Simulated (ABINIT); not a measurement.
Entries from a set of simulations; values are calculated unless marked as measured.

**A GW chain in ABINIT: BiOCl (P4/nmm)**

Symmetry: P4/nmm, No. 129, tetragonal system. Conventional cell: a = 3.886 Å, b = 3.886 Å, c = 7.349 Å, α = 90.00°, β = 90.00°, γ = 90.00°. Nearest to Bi lie 4 O at 2.31 Å and 4 Cl at 3.06 Å. Nearest to Cl lie 4 Bi at 3.06 Å. Nearest to O lie 4 Bi at 2.31 Å. Farther neighbours, and contacts between anions beyond the nearest, are not listed.

```
method                               : RPA screening on PBEsol, plane waves, norm-conserving pseudopotentials (and 2 further levels or steps)
program                              : ABINIT 10.8.3
settings                             : cutoff 42 Ha, PseudoDojo scalar-relativistic 0.4 stringent, norm-conserving, ngkpt (4, 4, 2), nband 81, ecuteps 3.2 Ha, inclvkb 2, shiftk (0, 0, 0), symchi 1, awtr 1, frequency ppm, 4×4×2 k-mesh
cost                                 : 5 runs, 4.3 min in all on 8 MPI ranks of Intel Xeon 6975P-C (Granite Rapids), shared host
notes                                : The program’s warnings: nkpt*nsppol () is not a multiple of nproc spkpt (). The cell and positions come from the Crystallography Open Database and are kept as given unless a step says otherwise. Limits: no spin-orbit coupling. Local fields lower the RPA ε∞ on this mesh from 6.82 to 6.04; a Γ-centred mesh this coarse tends to raise both, most where the direct gap is narrow, while a short band sum lowers them. The calculation has static nuclei and no excitons; a measured gap holds zero-point and thermal motion, which mostly lowers it. With atoms this heavy the missing spin-orbit coupling may be the largest error. The 4×4×2 mesh is coarse for this cell, which bears on the long-range parts of exchange and screening.
PBEsol gap                           : 2.55 eV, indirect
G0W0 gap on the mesh                 : 3.77 eV
G0W0 gap over the zone (rigid shift) : 3.69 eV
GW settings                          : 4×4×2 mesh, 81 bands, screening to 87.1 eV, Godby-Needs plasmon pole
known limits                         : short of the basis limit; no spin-orbit coupling; coarse k mesh
```

G0W0 moves the gap on the mesh from 2.62 eV to 3.77 eV (+1.14 eV), with Z of 0.79 and 0.84 at the edges. The mesh misses the band edges by 0.08 eV in all; a rigid shift gives 3.69 eV for the zone.

[Long decimals in the printed logs are rounded to 6 places.]

[Logs are printed without paths, hosts, clocks, repeated set-up lines and the standing remarks that a program may print on its own settings, such as how far it seeks lower states.]

[Paths, hosts, dates, memory and timing lines, banners, echoed tables and standing remarks are left out of the program output; an Ansatz launch command may be rebuilt from the run's recorded settings. Measured values are a selection of at most five: reports struck by readers or far from the other reports are left out. None is set beside runs whose start may be inverted or whose files or cutoffs have a known fault.]

[Runs of the session that timed out or met a known fault of the program may be left out.]

[Hosts, paths, dates, database ids (printed as entryN), source tags and the programs' standing remarks are cut or masked in the printed files.]

[G0W0 gaps are taken among the corrected bands and points alone; a level outside them can change the order at an edge.]

[Where Ansatz stands beside ABINIT at settings called matched, ABINIT's density can come from a denser mesh and the files from another edition; pairs whose starting gaps differed by over 0.03 eV were left out, so agreement reads better than it is.]
